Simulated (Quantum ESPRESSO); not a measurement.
# Near-edge structure at the Mg K edge of Mg (Magnesium, P6_3/mmc)

Aim: the near-edge shape at the Mg K edge of Mg (Magnesium, P6_3/mmc), and what the core hole does to it.

Main program and level: Quantum ESPRESSO 7.5; X-ray absorption near-edge structure, plane-wave PAW PBE, one-electron final states by a Lanczos continued fraction.

Most raw output is cut from this account.

**1. The structure**

The structure is hexagonal, space group P6_3/mmc (No. 194). The conventional cell has a = 3.209 Å, b = 3.209 Å, c = 5.210 Å, α = 90.00°, β = 90.00°, γ = 120.00°. Mg has 12 Mg at 3.20 to 3.21 Å nearest.

**2. Ground state of the crystal**

A plain self-consistent run shows whether there is a gap, which decides the set-up of the core-hole run.

scf.in

```
&control
   calculation='scf', prefix='x', pseudo_dir='../pp', outdir='tmp', tprnfor=.true.
/
&system
   ibrav=0, nat=2, ntyp=2, nbnd=6
   ecutwfc=40, ecutrho=220
   occupations='smearing', smearing='mv', degauss=0.015
/
&electrons
   conv_thr=2.0e-08, electron_maxstep=120
   mixing_beta=0.5
/
ATOMIC_SPECIES
Mg3 1.0 Mg.pbe-nx-kjpaw.UPF
Mg 1.0 Mg.pbe-nx-kjpaw.UPF
CELL_PARAMETERS angstrom
  3.20930000 0.00000000 0.00000000
  -1.60465000 2.77933533 0.00000000
  0.00000000 0.00000000 5.21030000
ATOMIC_POSITIONS crystal
Mg3  0.66666667 0.33333333 0.75000000
Mg   0.33333333 0.66666667 0.25000000
K_POINTS automatic
10 10 5 0 0 0
```

Mg.pbe-nx-kjpaw.ld1.in

```
&input
   title='Mg', zed=12., rel=1, iswitch=3, dft='PBE',
   config='[Ne] 3s2 3p0 3d-1'
/
&inputp
   file_pseudopw='Mg.pbe-nx-kjpaw.UPF', author='',
   lpaw=.true.,
   pseudotype=3,
   lloc=-1,
   rcloc=2.0,
   which_augfun='PSQ',
   rmatch_augfun_nc=.true.,
   nlcc=.true.,
   new_core_ps=.true.,
   rcore=1.6,
   tm=.true.,
   lgipaw_reconstruction=.true., use_paw_as_gipaw=.true.
/
6
3S  1  0  2.00  0.00  1.80  2.10  0.0
3S  1  0  0.00  4.00  1.80  2.10  0.0
3P  2  1  0.00  0.00  1.80  2.10  0.0
3P  2  1  0.00  3.00  1.80  2.10  0.0
3D  3  2  0.00  0.10  1.80  2.10  0.0
3D  3  2  0.00  1.00  1.80  2.10  0.0
```

The run is started by

```console
> OMP_NUM_THREADS=1 mpirun --oversubscribe --bind-to none -np 4 pw.x -nk 4 -in scf.in > scf.out
```

The job ended after 3.8 s (4 MPI ranks of Intel Xeon Platinum 8124M at 3.00GHz (Skylake/Cascade Lake), shared host; peak memory 0.07 GiB).

Absorbing atoms carry a label of their own (element plus a letter or digit), as the spectrum program needs them as separate species.

The mesh shows no gap, so the system is treated as a metal and the core electron is put at the Fermi level (neutral cell).

**3. Spectrum without a core hole, Mg atom 1**

Without a hole the spectrum is the empty density of states of the right symmetry on the absorber, weighted by matrix elements. It needs only the small cell and serves as the baseline.

The absorber has 6 Mg at 3.20 Å and 6 Mg at 3.21 Å (anticuboctahedral, as in hcp, site symmetry -6m2).

xspectra.in

```
&input_xspectra
   calculation='xanes_dipole', edge='K'
   prefix='x', outdir='tmp', xiabs=1, xe0=3.5847
   xonly_plot=.false., x_save_file='xanes.sav'
   xniter=3000, xcheck_conv=20, xerror=0.005
   xcoordcrys=.false., xepsilon(1)=1, xepsilon(2)=0, xepsilon(3)=0
/
&plot
   xnepoint=413, xemin=-10, xemax=45, terminator=.true., cut_occ_states=.true.
   xgamma=0.4
/
&pseudos
   filecore='../Mg.wfc'
/
&cut_occ
   cut_desmooth=0.1, cut_stepl=0.05, cut_stepu=0.05, cut_ierror=1e-5
/
11 11 6 0 0 0
```

The run is started by

```console
> OMP_NUM_THREADS=1 mpirun --oversubscribe --bind-to none -np 4 xspectra.x -nk 4 -in xspectra.in > xspectra.out
```

Wall time 58 s (4 MPI ranks); peak memory 0.1 GiB.

The Mg K spectrum, Mg atom 1, no core hole (energy from the energy zero of the input (xe0, at the border of filled and empty states); intensity scaled to a mean of 1 over the first 20 eV; the points at xe0, where the cut of filled states can leave a spike, are interpolated; polarised curves are means over the symmetry-equivalent atoms):

```
E (eV)  isotropic  ε ⊥ c  ε ∥ c
  -2.0       0.04   0.04   0.04
  -1.0       0.07   0.07   0.07
   0.0       0.26   0.26   0.27
   1.0       0.48   0.47   0.51
   2.0       0.52   0.53   0.51
   3.0       0.66   0.64   0.70
   4.0       0.66   0.66   0.67
   5.0       0.75   0.74   0.75
   6.0       0.84   0.87   0.79
   7.0       0.89   0.95   0.77
   8.0       0.97   0.99   0.92
   9.0       0.97   0.95   1.01
  10.0       1.16   1.09   1.30
  11.0       1.00   0.94   1.11
  12.0       1.11   1.09   1.15
  13.0       1.29   1.35   1.17
  14.0       1.48   1.52   1.39
  15.0       1.44   1.42   1.48
  16.0       1.36   1.37   1.32
  17.0       1.32   1.32   1.32
  18.0       1.32   1.37   1.23
  19.0       1.27   1.29   1.24
  20.0       1.01   0.99   1.06
  21.0       0.98   0.92   1.09
  22.0       0.77   0.75   0.80
  23.0       0.62   0.57   0.72
  24.0       0.48   0.44   0.56
  25.0       0.58   0.51   0.71
  26.0       0.63   0.56   0.77
  27.0       0.77   0.78   0.76
  28.0       1.01   1.16   0.72
  29.0       0.98   1.06   0.84
  30.0       1.24   1.31   1.12
  31.0       1.32   1.41   1.15
  32.0       1.30   1.44   1.00
```

Main maxima below 24 eV (height): 3.2 eV (0.70), 10.3 eV (1.20), 13.1 eV (1.29), 14.2 eV (1.50), 16.7 eV (1.46), 17.9 eV (1.33) and 19.2 eV (1.29). A K edge sees empty p states on the absorber.

**4. Another broadening**

The final state's lifetime shortens with energy, so measured features broaden above the edge; the saved Lanczos coefficients are redrawn with a width that grows.

xspectra_plot.in

```
&input_xspectra
   calculation='xanes_dipole', edge='K'
   prefix='x', outdir='tmp', xiabs=1, xe0=3.5847
   xonly_plot=.true., x_save_file='xanes.sav'
   xniter=3000, xcheck_conv=20, xerror=0.005
   xcoordcrys=.false., xepsilon(1)=1, xepsilon(2)=0, xepsilon(3)=0
/
&plot
   xnepoint=413, xemin=-10, xemax=45, terminator=.true., cut_occ_states=.true.
   gamma_mode='variable', gamma_energy(1)=4, gamma_energy(2)=25, gamma_value(1)=0.3, gamma_value(2)=2.5
/
&pseudos
   filecore='../Mg.wfc'
/
&cut_occ
   cut_desmooth=0.1, cut_stepl=0.05, cut_stepu=0.05, cut_ierror=1e-5
/
11 11 6 0 0 0
```

The run is started by

```console
> OMP_NUM_THREADS=1 xspectra.x -in xspectra_plot.in > xspectra_plot.out
```

The job ended after 17 s (1 MPI rank; peak memory 0.08 GiB).

With a Lorentzian half width 0.3 eV up to 4 eV, rising linearly to 2.5 eV at 25 eV, the maxima are 1.3 eV (0.56), 3.2 eV (0.77), 5.1 eV (0.79), 6.2 eV (0.86), 10.3 eV (1.14) and 14.6 eV (1.34).

**5. Reference energy of the supercell**

The photon energy needs a difference of total energies, so the cell and mesh of the coming hole run are first run without a hole.

scf.in

```
&control
   calculation='scf', prefix='x', pseudo_dir='../pp', outdir='tmp', tprnfor=.true.
/
&system
   ibrav=0, nat=6, ntyp=1, nbnd=10
   ecutwfc=40, ecutrho=220
   occupations='smearing', smearing='mv', degauss=0.015
/
&electrons
   conv_thr=6.0e-08, electron_maxstep=120
   mixing_beta=0.5
/
ATOMIC_SPECIES
Mg 1.0 Mg.pbe-nx-kjpaw.UPF
CELL_PARAMETERS angstrom
  -4.81395000 2.77933533 0.00000000
  -4.81395000 -2.77933533 0.00000000
  3.20930000 0.00000000 5.21030000
ATOMIC_POSITIONS crystal
Mg   0.25000000 0.91666667 0.75000000
Mg   0.58333333 0.25000000 0.75000000
Mg   0.91666667 0.58333333 0.75000000
Mg   0.41666667 0.75000000 0.25000000
Mg   0.75000000 0.08333333 0.25000000
Mg   0.08333333 0.41666667 0.25000000
K_POINTS automatic
6 6 6 0 0 0
```

The run is started by

```console
> OMP_NUM_THREADS=1 mpirun --oversubscribe --bind-to none -np 4 pw.x -nk 4 -in scf.in > scf.out
```

Wall time 14 s (4 MPI ranks); peak memory 0.13 GiB.

Reference energy: -32708.409 eV with the cores included.

**6. The atom with a core hole**

The frozen core must hold the hole, so the absorber gets a data set of its own.

Mg.pbe-nx-kjpaw-1sch.ld1.in

```
&input
   title='Mg', zed=12., rel=1, iswitch=3, dft='PBE',
   config='1s1 2s2 2p6 3s2 3p1 3d-1'
/
&inputp
   file_pseudopw='Mg.pbe-nx-kjpaw-1sch.UPF', author='',
   lpaw=.true.,
   pseudotype=3,
   lloc=-1,
   rcloc=2.0,
   which_augfun='PSQ',
   rmatch_augfun_nc=.true.,
   nlcc=.true.,
   new_core_ps=.true.,
   rcore=1.6,
   tm=.true.,
   zval=3,
   lgipaw_reconstruction=.true., use_paw_as_gipaw=.true.
/
6
3S  1  0  2.00  0.00  1.80  2.10  0.0
3S  1  0  0.00  4.00  1.80  2.10  0.0
3P  2  1  1.00  0.00  1.80  2.10  0.0
3P  2  1  0.00  3.00  1.80  2.10  0.0
3D  3  2  0.00  0.10  1.80  2.10  0.0
3D  3  2  0.00  1.00  1.80  2.10  0.0
```

The run is started by

```console
> ld1.x < Mg.pbe-nx-kjpaw-1sch.ld1.in > Mg.pbe-nx-kjpaw-1sch.ld1.out
```

It took 0.99 s on 1 MPI rank; peak memory 0.13 GiB.

Removing the core electron and adding it to the valence shell costs the free atom 1316.5 eV.

**7. Supercell with XCH, Mg atom 1**

The holes are 5.6 Å apart. The excited electron is kept in the cell, where it fills the lowest empty states and screens the hole.

scf.in, as its differences from that of step 5:

```diff
@@ -4,3 +4,3 @@
 &system
-   ibrav=0, nat=6, ntyp=1, nbnd=10
+   ibrav=0, nat=6, ntyp=2, nbnd=11
    ecutwfc=40, ecutrho=220
@@ -13,2 +13,3 @@
 ATOMIC_SPECIES
+Mg0 1.0 Mg.pbe-nx-kjpaw-1sch.UPF
 Mg 1.0 Mg.pbe-nx-kjpaw.UPF
@@ -19,3 +20,3 @@
 ATOMIC_POSITIONS crystal
-Mg   0.25000000 0.91666667 0.75000000
+Mg0  0.25000000 0.91666667 0.75000000
 Mg   0.58333333 0.25000000 0.75000000
```

The run is started by

```console
> OMP_NUM_THREADS=1 mpirun --oversubscribe --bind-to none -np 4 pw.x -nk 4 -in scf.in > scf.out
```

It took 19 s on 4 MPI ranks; peak memory 0.14 GiB; 76 s of CPU time.

Energy with the hole: -31394.189 eV, cores included.

**8. Spectrum with XCH, Mg atom 1**

The Lanczos recursion gives the spectrum without computing empty bands; each polarisation needs a run of its own on the full k mesh. xe0 is set between filled and empty states, and states below it are cut, here at the Fermi level, which holds the excited electron. The file of filecore holds the core orbital, taken from the hole-free data set.

xspectra.in, as its differences from that of step 3:

```diff
@@ -2,3 +2,3 @@
    calculation='xanes_dipole', edge='K'
-   prefix='x', outdir='tmp', xiabs=1, xe0=3.5847
+   prefix='x', outdir='tmp', xiabs=1, xe0=3.7757
    xonly_plot=.false., x_save_file='xanes.sav'
@@ -17,2 +17,2 @@
 /
-11 11 6 0 0 0
+7 7 7 0 0 0
```

xspectra_1.in, as its differences from xspectra.in of step 8:

```diff
@@ -5,3 +5,3 @@
    xniter=3000, xcheck_conv=20, xerror=0.005
-   xcoordcrys=.false., xepsilon(1)=1, xepsilon(2)=0, xepsilon(3)=0
+   xcoordcrys=.false., xepsilon(1)=0, xepsilon(2)=0, xepsilon(3)=1
 /
```

The run is started by

```console
> OMP_NUM_THREADS=1 mpirun --oversubscribe --bind-to none -np 4 xspectra.x -nk 4 -in xspectra.in > xspectra.out
```

It took 6.5 min on 4 MPI ranks; peak memory 0.11 GiB; 26 min of CPU time.

The Mg K spectrum, Mg atom 1, excited-electron core hole (neutral cell) (energy from the energy zero of the input (xe0, at the border of filled and empty states); intensity scaled to a mean of 1 over the first 20 eV; the points at xe0, where the cut of filled states can leave a spike, are interpolated; polarised curves are means over the symmetry-equivalent atoms):

```
E (eV)  isotropic  ε ⊥ c  ε ∥ c
  -2.0       0.05   0.05   0.06
  -1.5       0.07   0.07   0.07
  -1.0       0.10   0.09   0.10
  -0.5       0.16   0.16   0.17
   0.0       0.39   0.37   0.44
   0.5       0.64   0.60   0.73
   1.0       0.73   0.69   0.81
   1.5       0.79   0.78   0.81
   2.0       0.81   0.79   0.84
   2.5       0.86   0.88   0.82
   3.0       0.92   0.96   0.82
   3.5       0.91   0.94   0.85
   4.0       0.85   0.86   0.82
   4.5       0.89   0.91   0.86
   5.0       0.95   0.96   0.91
   5.5       1.02   1.04   0.98
   6.0       1.01   1.05   0.91
   6.5       1.11   1.14   1.06
   7.0       1.15   1.15   1.17
   7.5       1.05   1.03   1.08
   8.0       1.11   1.04   1.26
   8.5       1.20   1.09   1.40
   9.0       1.19   1.11   1.34
   9.5       1.10   1.06   1.17
  10.0       1.11   1.11   1.12
  10.5       1.15   1.16   1.13
  11.0       1.08   1.10   1.03
  11.5       1.17   1.20   1.10
  12.0       1.32   1.42   1.13
  12.5       1.28   1.37   1.10
  13.0       1.15   1.17   1.11
  13.5       1.24   1.20   1.31
  14.0       1.15   1.13   1.19
  14.5       1.10   1.13   1.03
  15.0       1.12   1.12   1.13
  15.5       1.04   1.00   1.11
  16.0       1.01   0.97   1.08
  16.5       0.98   1.01   0.92
  17.0       1.01   1.08   0.88
  17.5       0.98   1.00   0.92
  18.0       0.89   0.89   0.88
  18.5       0.85   0.83   0.91
  19.0       0.79   0.76   0.86
  19.5       0.76   0.71   0.86
  20.0       0.74   0.69   0.84
  20.5       0.71   0.67   0.77
  21.0       0.67   0.64   0.71
  21.5       0.60   0.55   0.69
  22.0       0.53   0.49   0.62
  22.5       0.47   0.44   0.52
  23.0       0.47   0.45   0.49
  23.5       0.47   0.44   0.52
  24.0       0.51   0.47   0.58
  24.5       0.56   0.51   0.64
  25.0       0.63   0.59   0.72
  25.5       0.74   0.74   0.74
  26.0       0.87   0.93   0.74
  26.5       0.94   1.02   0.79
  27.0       1.11   1.30   0.74
  27.5       1.11   1.30   0.74
  28.0       1.08   1.18   0.87
  28.5       1.21   1.30   1.03
  29.0       1.34   1.38   1.26
  29.5       1.42   1.41   1.43
  30.0       1.31   1.35   1.22
  30.5       1.27   1.33   1.14
  31.0       1.26   1.32   1.13
  31.5       1.26   1.24   1.31
  32.0       1.28   1.18   1.49
```

Main maxima below 24 eV (height): 3.2 eV (0.93), 6.8 eV (1.18), 8.7 eV (1.22), 10.3 eV (1.16), 12.2 eV (1.34), 13.6 eV (1.24) and 14.8 eV (1.12). 

The total-energy difference is 1314.22 eV. One term is added: -12.99 eV, since the hole is spin-paired here and a spin-polarised one costs that much less in the free atom (computed apart). The photon energy is then 1301.23 eV. The tabulated edge of the element is 1303 eV. The functional leaves an error of a few eV in such absolute values.

**9. Another broadening**

xspectra_plot.in, as its differences from that of step 4:

```diff
@@ -2,3 +2,3 @@
    calculation='xanes_dipole', edge='K'
-   prefix='x', outdir='tmp', xiabs=1, xe0=3.5847
+   prefix='x', outdir='tmp', xiabs=1, xe0=3.7757
    xonly_plot=.true., x_save_file='xanes.sav'
@@ -17,2 +17,2 @@
 /
-11 11 6 0 0 0
+7 7 7 0 0 0
```

The run is started by

```console
> OMP_NUM_THREADS=1 xspectra.x -in xspectra_plot.in > xspectra_plot.out
```

It took 11 s on 1 MPI rank; peak memory 0.05 GiB.

With a Lorentzian half width 0.3 eV up to 4 eV, rising linearly to 2.5 eV at 25 eV, the maxima are 1.7 eV (0.87), 3.2 eV (0.98), 6.8 eV (1.15), 8.7 eV (1.16) and 12.2 eV (1.19).

**10. Another broadening**

The saved Lanczos coefficients are redrawn with another constant width, to see how the features depend on it.

xspectra_plot.in, as its differences from that of step 9:

```diff
@@ -9,3 +9,3 @@
    xnepoint=413, xemin=-10, xemax=45, terminator=.true., cut_occ_states=.true.
-   gamma_mode='variable', gamma_energy(1)=4, gamma_energy(2)=25, gamma_value(1)=0.3, gamma_value(2)=2.5
+   xgamma=0.15
 /
```

It took 11 s on 1 MPI rank; peak memory 0.05 GiB.

With a Lorentzian half width 0.15 eV, the maxima are 0.7 eV (0.81), 6.7 eV (1.42), 8.7 eV (1.35), 10.3 eV (1.23), 11.8 eV (1.41), 12.3 eV (1.57) and 13.5 eV (1.36).

**11. Spectrum with XCH, other settings, Mg atom 1**

A test of how far the spectrum depends on this setting.

Changed against the first core-hole run: k mesh from sound to coarse.

xspectra.in, as its differences from that of step 8:

```diff
@@ -17,2 +17,2 @@
 /
-7 7 7 0 0 0
+3 3 3 0 0 0
```

The run is started by

```console
> OMP_NUM_THREADS=1 mpirun --oversubscribe --bind-to none -np 4 xspectra.x -nk 4 -in xspectra.in > xspectra.out
```

It took 41 s on 4 MPI ranks; peak memory 0.11 GiB; 2.7 min of CPU time.

These settings depart from the first run's and aren't meant as converged.

Against the first run the r.m.s. difference is 14 %. The highest intensity below 16 eV goes from 12.2 eV (1.34) to 12.3 eV (1.63).

```
E (eV)  first run  this run
  -2.0       0.05      0.05
  -0.5       0.16      0.18
   1.0       0.73      0.77
   2.5       0.86      0.75
   4.0       0.85      0.84
   5.5       1.02      1.01
   7.0       1.15      1.09
   8.5       1.20      1.34
  10.0       1.11      0.94
  11.5       1.17      1.27
  13.0       1.15      1.42
  14.5       1.10      1.06
  16.0       1.01      0.79
  17.5       0.98      1.22
  19.0       0.79      0.79
  20.5       0.71      0.74
  22.0       0.53      0.42
  23.5       0.47      0.40
  25.0       0.63      0.55
  26.5       0.94      0.99
  28.0       1.08      1.34
  29.5       1.42      1.61
  31.0       1.26      1.06
```

**12. Supercell with FCH, Mg atom 1**

The holes are 5.6 Å apart. The excited electron is left out and a uniform background balances the charge.

Changed against the first core-hole run: core hole to FCH.

scf.in, as its differences from that of step 7:

```diff
@@ -4,5 +4,6 @@
 &system
-   ibrav=0, nat=6, ntyp=2, nbnd=11
+   ibrav=0, nat=6, ntyp=2, nbnd=10
    ecutwfc=40, ecutrho=220
    occupations='smearing', smearing='mv', degauss=0.015
+   tot_charge=1
 /
```

The run is started by

```console
> OMP_NUM_THREADS=1 mpirun --oversubscribe --bind-to none -np 4 pw.x -nk 4 -in scf.in > scf.out
```

Run time: 20 s. Hardware: 4 MPI ranks; peak memory 0.14 GiB.

Energy with the hole: -31397.850 eV, cores included.

**13. Spectrum with FCH, Mg atom 1**

Changed against the first core-hole run: core hole to FCH.

xspectra.in, as its differences from that of step 11:

```diff
@@ -2,3 +2,3 @@
    calculation='xanes_dipole', edge='K'
-   prefix='x', outdir='tmp', xiabs=1, xe0=3.7757
+   prefix='x', outdir='tmp', xiabs=1, xe0=3.5612
    xonly_plot=.false., x_save_file='xanes.sav'
@@ -17,2 +17,2 @@
 /
-3 3 3 0 0 0
+7 7 7 0 0 0
```

The run is started by

```console
> OMP_NUM_THREADS=1 mpirun --oversubscribe --bind-to none -np 4 xspectra.x -nk 4 -in xspectra.in > xspectra.out
```

Wall time 7.5 min (4 MPI ranks); peak memory 0.11 GiB; 30 min of CPU time.

[end of part 1 of 2]

[Logs are printed without paths, hosts, clocks, repeated set-up lines and the standing remarks that a program may print on its own settings, such as how far it seeks lower states.]

[Hosts, paths, dates, database ids (printed as entryN), source tags and the programs' standing remarks are cut or masked in the printed files.]

[Lists of maxima count a maximum above −3 eV only where it reaches 4 % of the highest in the window and stands out from its surroundings by 2 % of it (1.5 % where it reaches 55 %); shoulders and weaker maxima are passed over, and of the rest the first, up to two pre-edge ones and the few strongest are named.]
